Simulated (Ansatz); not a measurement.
# Li on Nb(110): change of the work function

Aim: the work function of Nb(110) at several coverages of Li (hollow site), and the dipole that each adsorbate carries.

Program: Ansatz 0.2.0. Level of theory: plane-wave DFT, PBE, Ansatz PAW. Values are calculated unless marked as measured.

## (1) Set-up

The cell holds 4 atoms: 4 Nb. Its edges and angles: a = 2.858 Å, b = 2.858 Å, c = 25.000 Å, α = 90.0°, β = 90.0°, γ = 70.5°. Vacuum lies along c.

## (2) The clean slab

The bare slab comes first, as the zero from which every change is counted. The two lowest layers are held at bulk places and the upper ones relax. The dipole correction removes the false field that a one-sided slab makes across the periodic vacuum, so each face gets a flat vacuum level of its own.

input.yaml reads:

```yaml
crystal:
  lattice:
    - [2.3334523779, -1.65, 0.0]
    - [2.3334523779, 1.65, 0.0]
    - [0.0, 0.0, 25.0003571337]
  atoms:
    - { symbol: Nb, position: [0.0, 0.0, 0.3599948573] }
    - { symbol: Nb, position: [0.5, 0.5, 0.4533316191] }
    - { symbol: Nb, position: [0.0, 0.0, 0.5466683809] }
    - { symbol: Nb, position: [0.5, 0.5, 0.6400051427] }
kpoints:
  mp_grid: { grid: [12, 12, 1] }
hamiltonian:
  xc: pbe
scf:
  occupations: { method: fermi_dirac, width: 0.1 }
  convergence: { dr2_threshold: 1.0e-08 }
efield:
  axis: 3
  dipole_correction: true
  ramp_position: 0.97
  ramp_width: 0.06
relax:
  f_tol: 0.02
  max_steps: 60
  constraints: [{ sites: [0, 1] }]
output:
  write_potential: true
  write_density: true
  volumetric_format: npy
```

Command:

```sh
$ ansatz run input.yaml --threads 8 --pin off --max-ram 16384MiB --backend cpu --events-out ev --progress --plain --runs-dir out
```

Standard output:

```text
Engine: ansatz 0.2.0, x86_64-unknown-linux-gnu
Pseudopotentials: kind: paw
Pseudopotential: Nb, paw, valence charge 13, recommended cutoff 420 eV (normal), Nb.paw.azcp
Functional definition: PBE
  parameter kappa = 0.804
  parameter beta = 0.066725
  exchange = pbe_x(kappa = kappa, mu = beta*pi^2/3)
  correlation = pbe_c(beta = beta)
Crystal: 4 atoms, lattice volume = 192.513 Å³
Basis set: ecut = 420 eV, 3769 PW (Γ), exchange–correlation on 40×40×360 points (8 copies of the dense FFT grid, shifted against one another)
Bands: 32, of which v1, the nominal top of the filled ones, is band 26 counted from 1 (25 counted from 0)
Symmetry: 4 space group operations
k-points: 43 of 144
Non-local potential: Nb, projectors of the file, l = 0: 3, l = 1: 2, l = 2: 2, l = 3: 1
PAW form: soft (Blöchl's): semilocal exchange-correlation on the pseudo side does not see the compensation charge
PAW one-centre angular grid: Nb, 590 points (default); XC on 64 Gauss nodes
Initial density: superposition of atomic densities (neutral atoms: chi_scale 0, normalization atom), corrected by the library's trained network
Initial wavefunctions: pseudopotential atomic-orbital guess
Functional: x = pbe(κ = 0.804, μ = 0.219515), c = pbe(β = 0.066725)
SCF iter   1: F=—  HF=-18207.315250 eV  |F-HF|=—  |Δ(HF+E_count)|=         —  Δρ=9.75e-3  dr2=3.31e0  ethr=1.77e-3  p=0.000 e·Å  D=1.84e-13 V/Å  ΔV_dip=-0.00 eV  dr2_dipole=3.46e-7  V_vac-E_F(+/−)=4.87/4.87 eV  ⟨swp⟩=7.8  Hψ=6620  notcnv=0
efield: sawtooth ramp at fractional position 0.9700 (set: `efield.ramp_position`, or a place that a band, a saddle search or an elastic batch's reference lends), width 0.0600; the density the first Hamiltonian is built on has a dipole p = 0.000 e·Å; the dipole correction subtracts the counter field D = 1.84e-13 V/Å, which shifts the + side's vacuum level by -0.00 eV against the − side's; the planar-averaged density in the ramp window peaks in size at 3.8e-6 e/Å³
preconditioner: auto → LDOS  [metal: Δε(μ)=0.022 eV  Ē_g=3.353 eV  σ=0.100 eV  W_gap=0.06  n_scr=16 (ndim 8)  ℏωp=12.0 eV  f_vac=0.550  D(μ)=4.82/eV (n_scr^D=16)  β→1.0]
SCF iter   2: F=—  HF=-18207.212040 eV  |F-HF|=—  |Δ(HF+E_count)|=   1.03e-1  Δρ=3.07e-3  dr2=1.93e-1  ethr=1.77e-3  p=-0.000 e·Å  D=-8.89e-6 V/Å  ΔV_dip=0.00 eV  dr2_dipole=7.28e-7  V_vac-E_F(+/−)=4.49/4.49 eV  ⟨swp⟩=2.1  Hψ=1844  notcnv=0
SCF iter   3: F=—  HF=-18207.208750 eV  |F-HF|=—  |Δ(HF+E_count)|=   3.29e-3  Δρ=5.93e-4  dr2=5.77e-3  ethr=3.70e-4  p=-0.000 e·Å  D=-3.40e-6 V/Å  ΔV_dip=0.00 eV  dr2_dipole=4.12e-8  V_vac-E_F(+/−)=4.55/4.55 eV  ⟨swp⟩=1.2  Hψ=1387  notcnv=0
SCF iter   4: F=—  HF=-18207.208629 eV  |F-HF|=—  |Δ(HF+E_count)|=   1.22e-4  Δρ=1.54e-4  dr2=7.62e-5  ethr=1.11e-5  p=0.000 e·Å  D=1.45e-7 V/Å  ΔV_dip=-0.00 eV  dr2_dipole=3.44e-10  V_vac-E_F(+/−)=4.53/4.53 eV  ⟨swp⟩=2.0  Hψ=1725  notcnv=0
SCF iter   5: F=—  HF=-18207.208642 eV  |F-HF|=—  |Δ(HF+E_count)|=   1.36e-5  Δρ=3.90e-5  dr2=6.01e-6  ethr=1.47e-7  p=0.000 e·Å  D=1.84e-7 V/Å  ΔV_dip=-0.00 eV  dr2_dipole=6.13e-11  V_vac-E_F(+/−)=4.53/4.53 eV  ⟨swp⟩=2.6  Hψ=2386  notcnv=0
SCF iter   6: F=—  HF=-18207.208496 eV  |F-HF|=—  |Δ(HF+E_count)|=   1.46e-4  Δρ=1.47e-5  dr2=2.08e-6  ethr=1.16e-8  p=-0.000 e·Å  D=-1.57e-7 V/Å  ΔV_dip=0.00 eV  dr2_dipole=4.61e-12  V_vac-E_F(+/−)=4.53/4.53 eV  ⟨swp⟩=3.0  Hψ=2770  notcnv=0
SCF iter   7: F=—  HF=-18207.208496 eV  |F-HF|=—  |Δ(HF+E_count)|=   1.30e-7  Δρ=4.32e-6  dr2=5.36e-8  ethr=4.00e-9  p=-0.000 e·Å  D=-7.77e-8 V/Å  ΔV_dip=0.00 eV  dr2_dipole=1.71e-14  V_vac-E_F(+/−)=4.53/4.53 eV  ⟨swp⟩=2.1  Hψ=1842  notcnv=0
SCF iter   8: F=-18207.208496 eV  HF=-18207.208496 eV  |F-HF|=1.09e-8  |Δ(HF+E_count)|=   6.18e-8  Δρ=1.14e-6  dr2=3.94e-9  ethr=1.92e-11  p=-0.000 e·Å  D=-4.76e-8 V/Å  ΔV_dip=0.00 eV  dr2_dipole=7.51e-14  V_vac-E_F(+/−)=4.53/4.53 eV  ⟨swp⟩=10.7  Hψ=10043  notcnv=0
SCF 1 converged in 8 iterations: F = -18207.208496 eV  dr2 = 3.94e-9
  greatest PAW one-centre occupation: 0.998 electrons in one spin orbital (limit 2), on the Nb atom at site 1 (counted from 0), in its partial waves of l = 0
relax step   1: F+E_penalty+E_count = -18207.20849629 eV  Δ(F+E_penalty+E_count) = +0.000e0 eV  max|allowed force component| = 3.894e-1 eV/Å  Δτ_max = 0.0000 Å  (8 SCF iters, accepted)
Initial density: handed on by an earlier stage of this run
Initial wavefunctions: those handed on with the density
iter 1 solved again at ethr=8.91e-4 eV; its pass at ethr=3.10e-3 eV (dr2=4.63e-1 eV) is discarded
SCF iter   1: F=—  HF=-18207.238084 eV  |F-HF|=—  |Δ(HF+E_count)|=         —  Δρ=7.19e-3  dr2=5.38e-1  ethr=8.91e-4  p=0.000 e·Å  D=2.42e-7 V/Å  ΔV_dip=-0.00 eV  dr2_dipole=3.75e-2  V_vac-E_F(+/−)=4.55/4.55 eV  ⟨swp⟩=1.5  Hψ=5041  notcnv=0
efield: sawtooth ramp at fractional position 0.9700 (set: `efield.ramp_position`, or a place that a band, a saddle search or an elastic batch's reference lends), width 0.0600; the density the first Hamiltonian is built on has a dipole p = 0.000 e·Å; the dipole correction subtracts the counter field D = 2.42e-7 V/Å, which shifts the + side's vacuum level by -0.00 eV against the − side's; the planar-averaged density in the ramp window peaks in size at 1.7e-6 e/Å³
eigensolver tolerance schedule calibrated: the retry pair's looser diagonalisation under-reported the residual by θ = 0.14 (0.26/decade); ethr = c·dr2/N_el runs at the constant in force after the calibration composes with the one it found (an armed cap, an earlier calibration), c = 1.5e-2
preconditioner: auto → LDOS  [metal: Δε(μ)=0.018 eV  Ē_g=3.370 eV  σ=0.100 eV  W_gap=0.04  n_scr=16 (ndim 8)  ℏωp=12.0 eV  f_vac=0.554  D(μ)=5.21/eV (n_scr^D=16)  β→1.0]
SCF iter   2: F=—  HF=-18207.209047 eV  |F-HF|=—  |Δ(HF+E_count)|=   2.90e-2  Δρ=3.22e-3  dr2=5.71e-2  ethr=1.58e-4  p=0.007 e·Å  D=6.44e-3 V/Å  ΔV_dip=-0.16 eV  dr2_dipole=5.95e-4  V_vac-E_F(+/−)=4.37/4.53 eV  ⟨swp⟩=3.3  Hψ=2989  notcnv=0
SCF iter   3: F=—  HF=-18207.204924 eV  |F-HF|=—  |Δ(HF+E_count)|=   4.12e-3  Δρ=1.43e-3  dr2=1.52e-2  ethr=1.68e-5  p=0.003 e·Å  D=2.81e-3 V/Å  ΔV_dip=-0.07 eV  dr2_dipole=7.67e-6  V_vac-E_F(+/−)=4.46/4.54 eV  ⟨swp⟩=3.1  Hψ=2994  notcnv=0
SCF iter   4: F=—  HF=-18207.202554 eV  |F-HF|=—  |Δ(HF+E_count)|=   2.37e-3  Δρ=3.42e-4  dr2=7.98e-4  ethr=4.45e-6  p=0.004 e·Å  D=3.39e-3 V/Å  ΔV_dip=-0.08 eV  dr2_dipole=2.68e-7  V_vac-E_F(+/−)=4.44/4.53 eV  ⟨swp⟩=2.6  Hψ=2412  notcnv=0
SCF iter   5: F=—  HF=-18207.202529 eV  |F-HF|=—  |Δ(HF+E_count)|=   2.44e-5  Δρ=9.09e-5  dr2=2.93e-5  ethr=2.34e-7  p=0.004 e·Å  D=3.58e-3 V/Å  ΔV_dip=-0.09 eV  dr2_dipole=4.91e-7  V_vac-E_F(+/−)=4.44/4.53 eV  ⟨swp⟩=3.2  Hψ=2733  notcnv=0
SCF iter   6: F=—  HF=-18207.202389 eV  |F-HF|=—  |Δ(HF+E_count)|=   1.40e-4  Δρ=2.49e-5  dr2=4.44e-6  ethr=8.60e-9  p=0.004 e·Å  D=3.50e-3 V/Å  ΔV_dip=-0.09 eV  dr2_dipole=1.74e-6  V_vac-E_F(+/−)=4.44/4.53 eV  ⟨swp⟩=3.0  Hψ=2701  notcnv=0
SCF iter   7: F=—  HF=-18207.202390 eV  |F-HF|=—  |Δ(HF+E_count)|=   4.75e-7  Δρ=7.49e-6  dr2=1.67e-7  ethr=1.30e-9  p=0.004 e·Å  D=3.50e-3 V/Å  ΔV_dip=-0.09 eV  dr2_dipole=3.58e-9  V_vac-E_F(+/−)=4.44/4.53 eV  ⟨swp⟩=2.7  Hψ=2651  notcnv=0
SCF iter   8: F=-18207.202390 eV  HF=-18207.202390 eV  |F-HF|=1.21e-8  |Δ(HF+E_count)|=   1.49e-7  Δρ=1.97e-6  dr2=9.36e-9  ethr=2.94e-12  p=0.004 e·Å  D=3.48e-3 V/Å  ΔV_dip=-0.09 eV  dr2_dipole=2.90e-9  V_vac-E_F(+/−)=4.44/4.53 eV  ⟨swp⟩=8.0  Hψ=10630  notcnv=0
SCF 2 converged in 8 iterations: F = -18207.202390 eV  dr2 = 9.36e-9
  greatest PAW one-centre occupation: 0.998 electrons in one spin orbital (limit 2), on the Nb atom at site 2 (counted from 0), in its partial waves of l = 0
relax step   2: F+E_penalty+E_count = -18207.20238997 eV  Δ(F+E_penalty+E_count) = +6.106e-3 eV  max|allowed force component| = 5.460e-1 eV/Å  Δτ_max = 0.1121 Å  (8 SCF iters, rejected (line search))
SCF iter   1: F=—  HF=-18207.232317 eV  |F-HF|=—  |Δ(HF+E_count)|=         —  Δρ=3.81e-3  dr2=1.71e-1  ethr=2.81e-3  p=0.004 e·Å  D=3.48e-3 V/Å  ΔV_dip=-0.09 eV  dr2_dipole=1.74e-2  V_vac-E_F(+/−)=4.43/4.51 eV  ⟨swp⟩=3.3  Hψ=2664  notcnv=0
efield: sawtooth ramp at fractional position 0.9700 (set: `efield.ramp_position`, or a place that a band, a saddle search or an elastic batch's reference lends), width 0.0600; the density the first Hamiltonian is built on has a dipole p = 0.004 e·Å; the dipole correction subtracts the counter field D = 3.48e-3 V/Å, which shifts the + side's vacuum level by -0.09 eV against the − side's; the planar-averaged density in the ramp window peaks in size at 6.3e-7 e/Å³
preconditioner: auto → LDOS  [metal: Δε(μ)=0.008 eV  Ē_g=3.319 eV  σ=0.100 eV  W_gap=0.02  n_scr=16 (ndim 8)  ℏωp=12.0 eV  f_vac=0.550  D(μ)=5.23/eV (n_scr^D=16)  β→1.0]
SCF iter   2: F=—  HF=-18207.224857 eV  |F-HF|=—  |Δ(HF+E_count)|=   7.46e-3  Δρ=1.60e-3  dr2=1.23e-2  ethr=3.28e-4  p=0.001 e·Å  D=6.92e-4 V/Å  ΔV_dip=-0.02 eV  dr2_dipole=1.65e-4  V_vac-E_F(+/−)=4.51/4.53 eV  ⟨swp⟩=2.0  Hψ=2164  notcnv=0
SCF iter   3: F=—  HF=-18207.224244 eV  |F-HF|=—  |Δ(HF+E_count)|=   6.13e-4  Δρ=7.77e-4  dr2=4.90e-3  ethr=2.36e-5  p=0.002 e·Å  D=2.17e-3 V/Å  ΔV_dip=-0.05 eV  dr2_dipole=2.59e-4  V_vac-E_F(+/−)=4.47/4.53 eV  ⟨swp⟩=3.0  Hψ=2617  notcnv=0
SCF iter   4: F=—  HF=-18207.223481 eV  |F-HF|=—  |Δ(HF+E_count)|=   7.63e-4  Δρ=1.96e-4  dr2=2.48e-4  ethr=9.42e-6  p=0.002 e·Å  D=1.60e-3 V/Å  ΔV_dip=-0.04 eV  dr2_dipole=3.10e-5  V_vac-E_F(+/−)=4.49/4.53 eV  ⟨swp⟩=2.2  Hψ=1964  notcnv=0
SCF iter   5: F=—  HF=-18207.223474 eV  |F-HF|=—  |Δ(HF+E_count)|=   7.70e-6  Δρ=5.31e-5  dr2=1.59e-5  ethr=4.77e-7  p=0.001 e·Å  D=1.41e-3 V/Å  ΔV_dip=-0.04 eV  dr2_dipole=1.61e-7  V_vac-E_F(+/−)=4.49/4.53 eV  ⟨swp⟩=2.1  Hψ=1981  notcnv=0
SCF iter   6: F=—  HF=-18207.223476 eV  |F-HF|=—  |Δ(HF+E_count)|=   2.68e-6  Δρ=1.30e-5  dr2=6.57e-7  ethr=3.06e-8  p=0.002 e·Å  D=1.41e-3 V/Å  ΔV_dip=-0.04 eV  dr2_dipole=8.09e-8  V_vac-E_F(+/−)=4.49/4.53 eV  ⟨swp⟩=2.4  Hψ=2256  notcnv=0
SCF iter   7: F=—  HF=-18207.223328 eV  |F-HF|=—  |Δ(HF+E_count)|=   1.48e-4  Δρ=4.69e-6  dr2=9.76e-8  ethr=1.26e-9  p=0.001 e·Å  D=1.40e-3 V/Å  ΔV_dip=-0.04 eV  dr2_dipole=1.71e-8  V_vac-E_F(+/−)=4.49/4.53 eV  ⟨swp⟩=3.0  Hψ=2682  notcnv=0
SCF iter   8: F=-18207.223328 eV  HF=-18207.223328 eV  |F-HF|=7.53e-9  |Δ(HF+E_count)|=   5.85e-8  Δρ=1.53e-6  dr2=8.81e-9  ethr=1.92e-11  p=0.001 e·Å  D=1.41e-3 V/Å  ΔV_dip=-0.04 eV  dr2_dipole=7.69e-10  V_vac-E_F(+/−)=4.49/4.53 eV  ⟨swp⟩=8.5  Hψ=10257  notcnv=0
SCF 3 converged in 8 iterations: F = -18207.223328 eV  dr2 = 8.81e-9
relax step   3: F+E_penalty+E_count = -18207.22332794 eV  Δ(F+E_penalty+E_count) = -1.483e-2 eV  max|allowed force component| = 4.453e-3 eV/Å  Δτ_max = 0.0537 Å  (8 SCF iters, accepted)
NSCF: frozen V_eff on 43 k-points
the search or the solves at the SCF's close seem to have found levels that the self-consistency loop had missed (the run counts 1). By its estimate they hold under 1e-12 electrons; where the run keeps them, the occupations were computed again with them
WARN: The output density's exchange-correlation potential varies sharply where the density is thin. Do not read a vacuum level from v_tot or v_xc, or from such a field of the output density. On a cell that repeats whose density bears no net charge and no dipole along the vacuum's axis use v_es (v_loc + v_h of the components); under efield.dipole_correction with no amplitude use v_es + v_field, which holds any externa [...]
SCF converged after 8 iterations
Free energy (F): -18207.223328 eV
Harris-Foulkes:  -18207.223328 eV  (|F-HF|=7.53e-9)
Internal energy: -18207.049194 eV  (E = F + TS)
E sigma→0 (E₀):  -18207.136261 eV
Entropy (-TS):   -0.174134 eV (-43.533 meV/atom)
Fermi energy:    4.006922 eV
Dipole field:    D = 0.001448 V/Å  (p = 0.001540 e·Å, saw-weighted, corrected)
Work function:   Φ+ = 4.4924 eV   Φ− = 4.5286 eV
Levels:          The Fermi level and band energies are counted from a zero that moves with the ramp; work functions are not
--- Per-component energies (eV) ---
  E_band       = -991.310332
  E_kinetic    = 1574.965991
  E_local      = -56308.310333  (includes V_loc(G=0)·N_el)
  E_nonlocal   = 481.684186
  E_hartree    = 27269.689824
  E_xc         = -699.311284
  E_vxc        = -847.940008  (∫ρ·V_xc dr)
  E_paw        = -12294.007991  (= ΣΔE_a)
  E_vpaw       = -431.089472  (= ΣTr[D̂ρ^β])
  E_aug_tail   = 0.000027  (compensation charges beyond the density's cutoff)
  E_efield     = 0.000001  (sawtooth field / dipole correction)
  E_vefield    = 0.000464  (∫n·V_field dr)
  E_ewald      = 21768.240386
  E_smearing   = -0.174134  (= −TS)
  E_closure    = -0.000000  (closes the sum)
  Σ components = -18207.223328   (vs F -18207.223328, Δ=0.00e0)
--- Forces (eV/Å), atoms counted from 1 ---
  atom   1  Nb     0.00000000     0.00000000     0.34062150
  atom   2  Nb     0.00000000     0.00000000    -0.33312920
  atom   3  Nb     0.00000000     0.00000000    -0.00306050
  atom   4  Nb     0.00000000     0.00000000    -0.00445308
  max |Σ_I F_I| component: 2.13e-5 eV/Å
--- Band table (eV; the first three rows and the last of 43) ---
  k-point 0: bands = [... 22 lower, 3.4466, 3.5123, 3.6764, 4.0611, 4.1727, 4.6389, 4.6520, 5.6784, ... 2 higher]
  k-point 1: bands = [... 22 lower, 3.4048, 3.4548, 3.6401, 4.0028, 4.2565, 4.3791, 4.7400, 5.2644, ... 2 higher]
  k-point 2: bands = [... 22 lower, 3.1785, 3.3530, 3.5747, 3.7357, 3.8698, 4.4583, 4.7888, 5.0334, ... 2 higher]
  k-point 42: bands = [... 22 lower, 2.6735, 3.3174, 3.8761, 5.5518, 5.7661, 6.0386, 6.2753, 6.6835, ... 2 higher]
--- Relaxed structure (3 steps of the walk, 2 accepted, 0 SCFs on fresh bases) ---
  F+E_penalty+E_count = -18207.22332794 eV   max|allowed force component| = 4.453e-3 eV/Å
  atoms:
    - { symbol: Nb, position: [0.0, 0.0, 0.359995] }
    - { symbol: Nb, position: [0.5, 0.5, 0.4533316191] }
    - { symbol: Nb, position: [0.0, 0.0, 0.547835] }
    - { symbol: Nb, position: [0.5, 0.5, 0.637856] }
```

Elapsed: 8.6 s, on 8 threads of Intel Xeon at 2.60GHz (Ice Lake), shared host; peak memory 0.75 GiB; 54 s of CPU time.

The column dr2 measures how far the density is from self-consistency, as an energy; F and HF (Harris–Foulkes) agree once it is small.

The steps of the relaxation:

| step | energy less that of the first step (eV) | largest force component (eV/Å) |
| --- | --- | --- |
| 1 | 0.0000 | 0.3894 |
| 2 | 0.0061 | 0.5460 |
| 3 | -0.0148 | 0.0045 |

Relaxation step 2 was tried and not accepted.

Forces are held to the 4 operations that the program found; a distortion that breaks them can't arise in this run.

The atoms that moved most (Å):

| atom | dx | dy | dz | length |
| --- | --- | --- | --- | --- |
| Nb4 | 0.000 | 0.000 | -0.054 | 0.054 |
| Nb3 | 0.000 | 0.000 | 0.029 | 0.029 |

Final coordinates:

```cif
data_structure
_symmetry_space_group_name_H-M 'P 1'
_symmetry_Int_Tables_number 1
_cell_length_a 2.8579
_cell_length_b 2.8579
_cell_length_c 25.0004
_cell_angle_alpha 90.000
_cell_angle_beta 90.000
_cell_angle_gamma 70.529
_cell_volume 192.51
loop_
_atom_site_label
_atom_site_type_symbol
_atom_site_fract_x
_atom_site_fract_y
_atom_site_fract_z
_atom_site_occupancy
Nb1 Nb 0.00000 0.00000 0.35999 1
Nb2 Nb 0.50000 0.50000 0.45333 1
Nb3 Nb 0.00000 0.00000 0.54784 1
Nb4 Nb 0.50000 0.50000 0.63786 1
```

Read from the output:

| Item | Value |
| --- | --- |
| energy at zero smearing | -18207.1363 eV |
| work function, upper face | 4.492 eV |
| work function, lower face | 4.529 eV |
| dipole along the normal | 0.001540 e·Å |
| step between the vacuum levels | -0.03619 eV |

Running mean over 2.333 Å of the planar mean; the ramp of the sawtooth is left out. The electron's electrostatic potential energy less the Fermi level by z:

| z (Å) | electron's electrostatic potential energy less the Fermi level (eV) |
| --- | --- |
| 4 | 4.53 |
| 5 | 4.51 |
| 6 | 4.34 |
| 7 | 2.78 |
| 8 | -5.88 |
| 9 | -11.0 |
| 10 | -11.0 |
| 11 | -10.9 |
| 12 | -10.8 |
| 13 | -10.7 |
| 14 | -11.2 |
| 15 | -11.8 |
| 16 | -11.1 |
| 17 | -5.33 |
| 18 | 2.95 |
| 19 | 4.33 |
| 20 | 4.48 |
| 21 | 4.49 |

The relaxation took 3 steps and lowered the energy by 0.015 eV; the largest force on the free atoms ends at 0.0045 eV/Å.

The work function of the upper face is 4.49 eV.

(Continued in part 2 of 4.)

[Long decimals in the printed logs are rounded to 6 places.]

[Logs are printed without paths, hosts, clocks, repeated set-up lines and the standing remarks that a program may print on its own settings, such as how far it seeks lower states.]

[Hosts, paths, dates, database ids (printed as entryN), source tags and the programs' standing remarks are cut or masked in the printed files.]

[Maps of the electrostatic potential energy from Ansatz leave out the sawtooth potential of an applied field or a dipole correction, so their vacuum need not be flat; planar profiles and work functions include it.]
